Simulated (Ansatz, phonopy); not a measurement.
# CaO (Lime, Fm-3m): phonons against volume, part 4 of 4

Wanted: mode Grüneisen parameters of CaO (Lime) and a free-energy fit over volumes.

What experiment has found for this phase:
- heat capacity C_P per formula unit 42.2 J/mol/K and bulk modulus 113 GPa near room temperature (given in “High-Throughput Prediction of Finite-Temperature Properties using the Quasi-Harmonic Approximation”, 2016, arXiv:1603.06924)

Ansatz 0.2.0; DFT LDA, scalar-relativistic, plane waves, PAW.

So far. Step 14 (A cell at another volume, V/V0 1.05): The run ends at a pressure of -5.65 GPa. Step 15 (Phonons, V/V0 1.05): No mode is imaginary beyond numerical noise at the solved wavevectors. The highest zone-centre mode (no LO–TO term) moved by -12.4 % for a volume change of +5.0 %.

## Step 16: How the modes move with volume (continued)

Volume series, by row:

```csv
V/V0,V (Å³/atom),pressure (GPa),E - E0 (meV/atom),gap (eV),zero-point energy (meV/atom),lowest on the path (cm⁻¹),highest at Gamma without the LO-TO term (cm⁻¹)
0.97,12.65,4.186,5.059,3.426,58.53,0,312.7
0.985,12.85,2.003,1.301,3.439,57.22,0,301.5
1,13.04,-0.007,0,3.451,55.92,0,290.4
1.015,13.24,-1.863,1.222,3.461,54.65,0,279.4
1.03,13.43,-3.575,4.642,3.47,53.41,0,268.6
1.05,13.7,-5.654,12.04,3.48,51.77,0,254.3
```

The optical frequency at Gamma without the LO-TO term, mode 4 by V/V0:

```csv
V/V0,"optical frequency at Gamma without the LO-TO term, mode 4 (cm⁻¹)"
0.9700,313
0.9850,301
1.0000,290
1.0150,279
1.0300,269
1.0500,254
```

Grüneisen at points, by row:

```csv
point,branch,frequency (cm⁻¹),mode Grüneisen parameter
Γ,4,290.4,2.54
Γ,6,569.2,1.1
X,1,205.1,0.13
X,3,311.4,2.2
X,4,314.3,2.41
X,6,393.2,0.64
U,1,210.7,1.18
U,2,281,1.11
U,3,293.3,1.75
U,4,318.3,2.09
U,5,371.2,1.06
U,6,387.3,1.51
K,1,210.7,1.18
K,2,281,1.11
K,3,293.3,1.75
K,4,318.3,2.09
K,5,371.2,1.06
K,6,387.3,1.51
L,1,189.4,2.16
L,3,324,1.95
L,5,383.5,1.01
L,6,486.1,1.13
W,1,251,1.55
W,2,275.6,1.25
W,4,353,1.51
W,6,372.4,1.54
```

## Step 17: Free-energy fit

Numbers from this step:

```yaml
volume_expansion_coefficient_at_300_k: 35.16 1e-6/K
isothermal_bulk_modulus_at_300_k: 119.3 GPa
c_p_at_300_k: 21.33 J/mol-atom/K
grueneisen_parameter_at_300_k: 1.592
```

The energy (each curve on its own zero) by volume; values in meV/atom:

```csv
volume (Å³/atom),static,F at 0 K,F at 300 K,F at 1300 K
12.652,5.06,8.34,10.4,25.1
12.848,1.3,3.27,4.6,13.7
13.043,0,0.67,1.2,4.57
13.239,1.22,0.62,0.3,-2.11
13.435,4.64,2.8,1.6,-6.68
13.696,12.0,8.56,6.12,-10.2
```

Phonopy-qha, vinet fit of F(V) at each temperature; no electronic free energy. Qha vinet, by row:

```csv
T (K),fitted volume (Å³/atom),alpha_V (1e-6/K),B_T (GPa),C_P (J/mol-atom/K),Grueneisen
100,13.15,12.08,125,7.684,1.542
150,13.16,21.64,123.9,13.55,1.571
200,13.18,28.04,122.5,17.38,1.582
250,13.2,32.24,120.9,19.77,1.587
300,13.22,35.16,119.3,21.33,1.592
350,13.25,37.36,117.5,22.4,1.597
400,13.27,39.14,115.8,23.17,1.602
450,13.3,40.67,113.9,23.75,1.609
500,13.32,42.05,112.1,24.22,1.615
550,13.35,43.35,110.2,24.6,1.622
600,13.38,44.61,108.2,24.93,1.63
650,13.41,45.86,106.3,25.21,1.638
700,13.44,47.12,104.3,25.48,1.646
750,13.48,48.41,102.2,25.73,1.655
800,13.51,49.73,100.2,25.97,1.665
850,13.54,51.11,98.08,26.2,1.674
```

The volume expansion coefficient, phonopy-qha, Vinet by temperature:

temperature (K), volume expansion coefficient, phonopy-qha, Vinet (1e-6/K) and a bar from the least value:
```
       75        6.7 
      100       12.1 ####
      125       17.2 #######
      150       21.6 ##########
      175       25.2 ############
      200       28.0 ##############
      225       30.4 ################
      250       32.2 #################
      275       33.8 ##################
      300       35.2 ###################
      325       36.3 ####################
      350       37.4 #####################
      375       38.3 #####################
      400       39.1 ######################
      425       39.9 ######################
      450       40.7 #######################
      475       41.4 #######################
      500       42.0 ########################
      525       42.7 ########################
      550       43.4 #########################
      575       44.0 #########################
      600       44.6 ##########################
      625       45.2 ##########################
      650       45.9 ##########################
      675       46.5 ###########################
      700       47.1 ###########################
      725       47.8 ############################
      750       48.4 ############################
      775       49.1 #############################
      800       49.7 #############################
      825       50.4 ##############################
      850       51.1 ##############################
```

The fit gives a volume expansion of 35.2 × 10⁻⁶/K at 300 K.

## Step 18: Summary of results

| Item | Value |
| --- | --- |
| volume expansion coefficient at 300 K | 35.16 1e-6/K |
| isothermal bulk modulus at 300 K | 119.3 GPa |
| C_P at 300 K | 21.33 J/mol-atom/K |
| Grüneisen parameter at 300 K | 1.592 |
| mean mode Grüneisen parameter at 300 K | 1.55 |

**Reading.** Near room temperature CaO (Lime) expands by 35.2 × 10⁻⁶/K in volume by LDA, with C_P = 21.3 J/(mol K) per mole of atoms and B_T = 119 GPa. The table stops at 850 K because beyond it the fitted volume comes within 1 % of the largest computed cell, where the fit loses its support. C_P at room temperature is 86 % of the classical 3R an atom, so the stiffest modes are still partly frozen out. A measured bulk modulus near room temperature is 113 GPa (arXiv:1603.06924); the calculated 119 GPa differs by +6 %. The table does not say whether its value is isothermal or adiabatic. A measured heat capacity per formula unit near room temperature is 42.2 J/mol/K (arXiv:1603.06924); the calculated 42.7 J/mol/K differs by +1 %. The heat-capacity-weighted Grüneisen parameter goes from 1.35 at 50 K to 1.54 at 800 K. Weighting γ by the density of states and each mode's heat capacity at 300 K, modes below 190 cm⁻¹ give about 13 % of the sum of γC that drives the expansion, those up to 380 cm⁻¹ 78 % and the rest 9 %. Among the labelled points γ is largest for branch 4 at Γ (290 cm⁻¹, 2.5) and smallest for branch 1 at X (205 cm⁻¹, 0.13). The PAW files were made for PBE and are used here under another functional, for which the program regenerates the frozen cores.

[Logs are printed without paths, hosts, clocks, repeated set-up lines and the standing remarks that a program may print on its own settings, such as how far it seeks lower states.]

[Hosts, paths, dates, database ids (printed as entryN), source tags and the programs' standing remarks are cut or masked in the printed files.]

[A step with changed settings may run another functional than the one named; its input shows which.]


